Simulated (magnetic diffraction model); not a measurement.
## Solving a magnetic structure from powder neutron data: DyVCo4

Space group P-6m2 (no. 187), a = 4.9860 Å, c = 3.7660 Å.

```
site  atom       x       y    z
  1e    Dy     2/3     1/3    0
  3k    Co  0.1711  0.3423  1/2
  1c    Co     1/3     2/3    0
  1a     V       0       0    0
```

This is a made-up structure (elements placed in a structure type, unrelaxed), so the numbers test the method and describe no known phase.

Only Dy is taken to order (form factors of Dy3+); orders and moment sizes are assumed, and not adapted to the symmetry. Radiation: neutrons of λ = 2.41 Å (absorption by Dy left out), 5° to 100°; isotropic B of 0.23 Å² (Dy), 0.36 Å² (Co) and 0.41 Å² (V). Simulated constant-wavelength pattern: nuclear and magnetic terms add, the magnetic one as |2.695 fm × Σ f S⊥ exp(2πi Q·r) exp(−B s²)|², summed over all Q at one angle with the factor 1/(sin²θ cos θ). For collinear order S is the moment m, which repeats by lattice and centring translations R with the sign exp(−2πi k·R). Free-ion form factors, Sears's scattering lengths of 1992, no absorption; a label names one of the reflections at its angle. The strongest nuclear line in the range is 100, and lines under 0.2 are left out.

Above the ordering temperature:

```tsv
2θ (°)	index	I
32.41	(1 0 0)	60.1
37.32	(0 0 1)	11.0
50.25	(1 0 1)	100.0
57.81	(1 1 0)	31.9
67.85	(2 0 0)	50.1
70.85	(1 1 1)	79.4
79.57	(0 0 2)	17.3
80.08	(2 0 1)	11.6
88.56	(1 0 2)	25.0
95.18	(2 1 0)	23.2
```

Below it (cell unchanged):

```tsv
2θ (°)	I
32.41	137.6
37.32	28.9
50.25	158.2
57.81	54.1
67.85	65.8
70.85	107.5
79.57	20.8
80.08	33.3
88.56	42.1
95.18	39.1
```

**Question.** Find the propagation vector, then choose among these models:
A. collinear moments along [101], 7.4 μB on Dy
B. collinear moments along [120], 7.4 μB on Dy
C. collinear moments along [100], 7.4 μB on Dy

No line moves, and magnetic intensity falls on nuclear lines such as the one at 32.41°, so the magnetic cell equals the chemical primitive cell: k = 0.

Magnetic intensity, observed (below minus above) and for each model:

| 2θ (°) | index | observed | A | B | C |
| --- | --- | --- | --- | --- | --- |
| 32.41 | (1 0 0) | 77.5 | 77.5 | 56.9 | 56.9 |
| 37.32 | (0 0 1) | 17.9 | 17.9 | 28.1 | 28.1 |
| 50.25 | (1 0 1) | 58.2 | 58.2 | 69.6 | 69.6 |
| 57.81 | (1 1 0) | 22.3 | 22.3 | 16.3 | 16.3 |
| 67.85 | (2 0 0) | 15.7 | 15.7 | 11.5 | 11.5 |
| 79.57 | (0 0 2) | 3.5 | 3.5 | 5.5 | 5.5 |
| 88.56 | (1 0 2) | 17.1 | 17.1 | 24.4 | 24.4 |
| 95.18 | (2 1 0) | 15.9 | 15.9 | 11.7 | 11.7 |

Model A matches.

The structure used: k = (0 0 0), collinear moments along [101], 7.4 μB on Dy.

[Logs are printed without paths, hosts, clocks, repeated set-up lines and the standing remarks that a program may print on its own settings, such as how far it seeks lower states.]
